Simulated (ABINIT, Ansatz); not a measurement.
# Quasiparticle gap of Al2O3 (Corundum) in ABINIT, part 2 of 2

Aim: the G0W0 gap of Al2O3 (Corundum) on PBE, step by step.

ABINIT 10.8.3; PBE and many-body steps on it, plane waves. Known limits of the many-body steps: not at the basis limit.

So far. Step 2 (Ground state): The gap is direct, at Γ. Step 3 (Empty states on the mesh, 4×4×4 mesh, 303 bands): On this mesh the gap is 6.266 eV.

**4. Screening, 4×4×4 mesh, 277 bands, screening to 217.7 eV**

The RPA dielectric matrix is built and inverted for each q.

This step: RPA screening on PBE, plane waves, norm-conserving pseudopotentials.

The input, run.abi:

```
acell 3*1.0 Angstrom
rprim 
  2.380249999995 1.374237978213 4.331866666707
  -2.380249999995 1.374237978213 4.331866666707
  -0.000000000000 -2.748475956495 4.331866666685
ntypat 2
znucl 13 8
natom 10
typat 1 1 1 1 2 2 2 2 2 2
xred 
  0.352160000000 0.352160000000 0.352160000000
  0.147840000000 0.147840000000 0.147840000000
  0.647840000000 0.647840000000 0.647840000000
  0.852160000000 0.852160000000 0.852160000000
  0.556680000000 0.943320000000 0.250000000000
  0.250000000000 0.556680000000 0.943320000000
  0.943320000000 0.250000000000 0.556680000000
  0.443320000000 0.056680000000 0.750000000000
  0.750000000000 0.443320000000 0.056680000000
  0.056680000000 0.750000000000 0.443320000000
pp_dirpath "pseudos"
pseudos "Al.upf, O.upf"
ecut 36
ngkpt 4 4 4
nshiftk 1
shiftk 0 0 0
kptopt 1
chksymbreak 0
istwfk *1
occopt 1
irdwfk 1
optdriver 3
nband 277
ecuteps 8
inclvkb 2
awtr 1
symchi 1
indata_prefix "in"
outdata_prefix "out"
tmpdata_prefix "tmp"
```

Launch:

```
$ OMP_NUM_THREADS=1 mpirun -n 4 abinit run.abi > log
```

Numbers of over 12 decimals in the logs are rounded to 6 here.

Output:

```text
.Version 10.8.3 of ABINIT. v10.8.2 released Aug 2026.

 Symmetries : space group R-3 c (#167); Bravais hR (rhombohedral)
[... echo of the input left out ...]
== DATASET  1 ==================================================================
-   mpi_nproc: 4, omp_nthreads: 1 (-1 if OMP is not activated)

--- !DatasetInfo
iteration_state: {dtset: 1, }
dimensions: {natom: 10, nkpt: 13, mband: 277, nsppol: 1, nspinor: 1, nspden: 1, mpw: 5940, }
cutoff_energies: {ecut:  36.0, pawecutdg:  -1.0, }
electrons: {nelect:   4.80000000E+01, charge:   0.00000000E+00, occopt:   1.00000000E+00, tsmear:   1.00000000E-02, }

 SCREENING: Calculation of the susceptibility and dielectric matrices

 Based on a program developped by R.W. Godby, V. Olevano, G. Onida, and L. Reining.
 Incorporated in ABINIT by V. Olevano, G.-M. Rignanese, and M. Torrent.
.Using double precision arithmetic ; gwpc =  8

[... cell and pseudopotentials left out ...]
--------------------------------------------------------------------------------

 ==== K-mesh for the wavefunctions ====
 Number of points in the irreducible wedge :    13
[... list of points left out ...]
 Together with 12 symmetry operations and time-reversal symmetry
 yields    64 points in the full Brillouin Zone.

 ==== Q-mesh for the screening function ====
 Number of points in the irreducible wedge :    13
[... list of points left out ...]
 Together with 12 symmetry operations and time-reversal symmetry
 yields    64 points in the full Brillouin Zone.

 setmesh: FFT mesh size selected  =    40x   40x   40
          total number of points  =        64000

 vcoul_init : cutoff-mode = AUXILIARY_FUNCTION
 q-points for optical limit:   1
     1)      0.000010    0.000020    0.000030

- screening: taking advantage of time-reversal symmetry
- Maximum band index for partially occupied states nbvw = 24
- Remaining bands to be divided among processors   nbcw = 253
- Number of bands treated by each node ~63

 Number of electrons calculated from density =   48.0000; Expected =   48.0000
 average of density, n =  0.083663
 r_s =    1.4184
 omega_plasma =   27.9012 [eV]

 calculating chi0 at frequencies [eV] :
  1    0.000000E+00    0.000000E+00
  2    0.000000E+00    2.790117E+01

--------------------------------------------------------------------------------
  q-point number  1        q = ( 0.000000, 0.000000, 0.000000) [r.l.u.]
--------------------------------------------------------------------------------
[... chi0 elements left out ...]
 For q-point:  0.000010 0.000020 0.000030
  dielectric constant =   3.0251
  dielectric constant without local fields =   3.2620

  Average fulfillment of the sum rule on Im[epsilon] for q-point    1 :     78.15  [%]
[... wings left out ...]
  q-point number  2        q = ( 0.250000, 0.000000, 0.000000) [r.l.u.]
--------------------------------------------------------------------------------
[... chi0 elements left out ...]
  Average fulfillment of the sum rule on Im[epsilon] for q-point    2 :     84.14  [%]

 [... 11 further q-points ...]
```

It took 24 min on 4 MPI ranks of Arm Neoverse V1, shared host; peak memory 5.4 GiB; 1.6 h of CPU time.

Numbers from this step:

- ε∞ with local fields, on this mesh, along the program's q direction: 3.025
- the same without local fields: 3.262
- plasma frequency: 27.90 eV
- plane waves in the screening matrix: 605

Local fields lower ε∞ by 7 %.

**5. Self-energy, 4×4×4 mesh, 277 bands, screening to 217.7 eV**

The self-energy is evaluated for the states that the input lists, and the levels follow from it, in one-shot runs by the linearised quasiparticle equation.

This step: G0W0 on PBE, plane waves, norm-conserving pseudopotentials.

Edit run.abi of step 4 so:

```diff
@@ -31,8 +31,15 @@
 irdwfk 1
-optdriver 3
+optdriver 4
 nband 277
+gwcalctyp 0
+ecutsigx 36
+symsigma 1
+nkptgw 1
+kptgw 
+  0.0000000000 0.0000000000 0.0000000000
+bdgw 
+  22 26
 ecuteps 8
-inclvkb 2
-awtr 1
-symchi 1
+irdscr 1
+ppmodel 1
 indata_prefix "in"
```

Output:

```text
.Version 10.8.3 of ABINIT. v10.8.2 released Aug 2026.

 Symmetries : space group R-3 c (#167); Bravais hR (rhombohedral)
[... echo of the input left out ...]
== DATASET  1 ==================================================================
-   mpi_nproc: 4, omp_nthreads: 1 (-1 if OMP is not activated)

--- !DatasetInfo
iteration_state: {dtset: 1, }
dimensions: {natom: 10, nkpt: 13, mband: 277, nsppol: 1, nspinor: 1, nspden: 1, mpw: 5940, }
cutoff_energies: {ecut:  36.0, pawecutdg:  -1.0, }
electrons: {nelect:   4.80000000E+01, charge:   0.00000000E+00, occopt:   1.00000000E+00, tsmear:   1.00000000E-02, }

 SIGMA: Calculation of the GW corrections

 Based on a program developped by R.W. Godby, V. Olevano, G. Onida, and L. Reining.
 Incorporated in ABINIT by V. Olevano, G.-M. Rignanese, and M. Torrent.
.Using double precision arithmetic ; gwpc =  8

[... cell and pseudopotentials left out ...]
--------------------------------------------------------------------------------

 ==== K-mesh for the wavefunctions ====
 Number of points in the irreducible wedge :    13
[... list of points left out ...]
 Together with 12 symmetry operations and time-reversal symmetry
 yields    64 points in the full Brillouin Zone.

 ==== Q-mesh for screening function ====
 Number of points in the irreducible wedge :    13
[... list of points left out ...]
 Together with 12 symmetry operations and time-reversal symmetry
 yields    64 points in the full Brillouin Zone.

 vcoul_init : cutoff-mode = AUXILIARY_FUNCTION
 q-points for optical limit:   1
     1)      0.000010    0.000020    0.000030
 setmesh: FFT mesh size selected  =    54x   54x   54
          total number of points  =       157464

 Number of electrons calculated from density =   48.0000; Expected =   48.0000
 average of density, n =  0.083663
 r_s =    1.4184
 omega_plasma =   27.9012 [eV]

 === KS Band Gaps ===
  >>>> For spin  1
   Minimum direct gap =   6.2663 [eV], located at k-point      :   0.0000  0.0000  0.0000
   Fundamental gap    =   6.2663 [eV], Top of valence bands at :   0.0000  0.0000  0.0000
                                       Bottom of conduction at :   0.0000  0.0000  0.0000
 SIGMA fundamental parameters:
 PLASMON POLE MODEL  1
 number of plane-waves for SigmaX                 5879
 number of plane-waves for SigmaC and W            605
 number of plane-waves for wavefunctions          5879
 number of bands                                   277
 number of independent spin polarizations            1
 number of spinorial components                      1
 number of k-points in IBZ                          13
 number of q-points in IBZ                          13
 number of symmetry operations                      12
 number of k-points in BZ                           64
 number of q-points in BZ                           64
 number of frequencies for dSigma/dE                 9
 frequency step for dSigma/dE [eV]                0.25
 number of omega for Sigma on real axis              0
 max omega for Sigma on real axis  [eV]           0.00
 zcut for avoiding poles [eV]                     0.10

 EPSILON^-1 parameters (SCR file):
 dimension of the eps^-1 matrix on file            605
 dimension of the eps^-1 matrix used               605
 number of plane-waves for wavefunctions          5879
 number of bands                                   277
 number of q-points in IBZ                          13
 number of frequencies                               2
 number of real frequencies                          1
 number of imag frequencies                          1

 matrix elements of self-energy operator (all in [eV])

 Perturbative Calculation

--- !SelfEnergy_ee
iteration_state: {dtset: 1, }
kpoint     : [   0.000,    0.000,    0.000, ]
spin       : 1
KS_gap     :    6.266
QP_gap     :    8.550
Delta_QP_KS:    2.284
data: !SigmaeeData |
     Band     E0 <VxcDFT>   SigX SigC(E0)      Z dSigC/dE  Sig(E)    E-E0       E
       22   5.137 -20.467 -25.963   4.017   0.813  -0.229 -21.670  -1.203   3.934
       23   5.137 -20.467 -25.963   4.017   0.813  -0.229 -21.670  -1.203   3.934
       24   5.182 -20.398 -25.833   3.970   0.814  -0.229 -21.590  -1.193   3.989
       25  11.448 -13.779  -8.892  -3.603   0.851  -0.175 -12.687   1.092  12.540
       26  14.369 -11.424  -6.101  -4.061   0.859  -0.164 -10.339   1.084  15.453

== END DATASET(S) ==============================================================
================================================================================

 -outvars: echo values of variables after computation  --------
           etotal      0.0000000000E+00
            nband         277
             nkpt          13
          spgroup         167
 [... the other variables as echoed above ...]

 Calculation completed.
```

Elapsed: 83 s, on 4 MPI ranks; peak memory 5.3 GiB.

Numbers from this step:

| Property | Result |
| --- | --- |
| G0W0 gap on the points computed | 8.551 eV |
| starting gap on the mesh | 6.266 eV |
| k of the valence top | 0, 0, 0 |
| k of the conduction bottom | 0, 0, 0 |
| Z at the valence top | 0.814 |
| Z at the conduction bottom | 0.851 |
| least direct G0W0 gap on the computed points | 8.551 eV |

The gap on the mesh goes from 6.27 eV to 8.55 eV, a correction of +2.28 eV.

Limits: finite bands, cutoff and mesh. v1 is the top filled band, c1 the lowest empty one. The levels before and after the correction (eV, zero at the valence-band top of each column):

```csv
,conduction bottom,valence top
Kohn-Sham,6.27,0.00
G0W0,8.55,0.00
```

```csv
,level,energy (eV)
Kohn-Sham,Γ v3-v2,-0.045
Kohn-Sham,Γ v1,0.000
Kohn-Sham,Γ c1,6.266
Kohn-Sham,Γ c2,9.188
G0W0,Γ v3-v2,-0.055
G0W0,Γ v1,0.000
G0W0,Γ c1,8.551
G0W0,Γ c2,11.464
```

**6. Where the time went**

Times are wall times on 4 MPI ranks of Arm Neoverse V1, shared host, good to a factor of about two.

```csv
step,time,share,memory (GiB)
ground state,81 s,4 %,0.47
empty states on the mesh,7.2 min,21 %,0.75
screening,24 min,71 %,5.4
self-energy,83 s,4 %,5.3
```

**7. What came out**

| Quantity | Value |
| --- | --- |
| PBE gap | 6.27 eV, direct |
| G0W0 gap on the mesh | 8.55 eV |
| GW settings | 4×4×4 mesh, 277 bands, screening to 217.7 eV, Godby-Needs plasmon pole |
| known limits | not at the basis limit |

In words: G0W0 moves the gap on the mesh from 6.27 eV to 8.55 eV (+2.28 eV), with Z of 0.81 and 0.85 at the edges. Local fields lower the RPA ε∞ on this mesh from 3.26 to 3.03. Only 1 of the mesh's irreducible points was corrected, so a valley elsewhere could overtake. The dearest step here is «screening». Against experiment, by G0W0@PBE: the gap of 8.55 eV lies −0.15 eV from the measured 8.7 eV (optical, quoted 2018). An exciton line or allowed optical edge lies below the quasiparticle gap by the binding energy; a forbidden edge can push the onset above it. The calculation has static nuclei and no excitons; a measured gap holds zero-point and thermal motion, which mostly lowers it. Bands and cutoff are finite, so the gap is not at the basis limit. The miss can reach some tenths of an eV and take either sign; the mesh is an error of its own. In the G0W0 run levels were corrected at 1 k point alone, so a gap called «on the mesh» is the least over those, and an edge elsewhere would be missed.

[Paths, hosts, dates, memory and timing lines, banners, echoed tables and standing remarks are left out of the program output.]

[Logs are printed without paths, hosts, clocks, repeated set-up lines and the standing remarks that a program may print on its own settings, such as how far it seeks lower states.]

[Runs of the session that timed out or met a known fault of the program may be left out.]

[Hosts, paths, dates, database ids (printed as entryN), source tags and the programs' standing remarks are cut or masked in the printed files.]

[G0W0 gaps are taken among the corrected bands and points alone; a level outside them can change the order at an edge.]

[Where Ansatz stands beside ABINIT at settings called matched, ABINIT's density can come from a denser mesh and the files from another edition; pairs whose starting gaps differed by over 0.03 eV were left out, so agreement reads better than it is.]
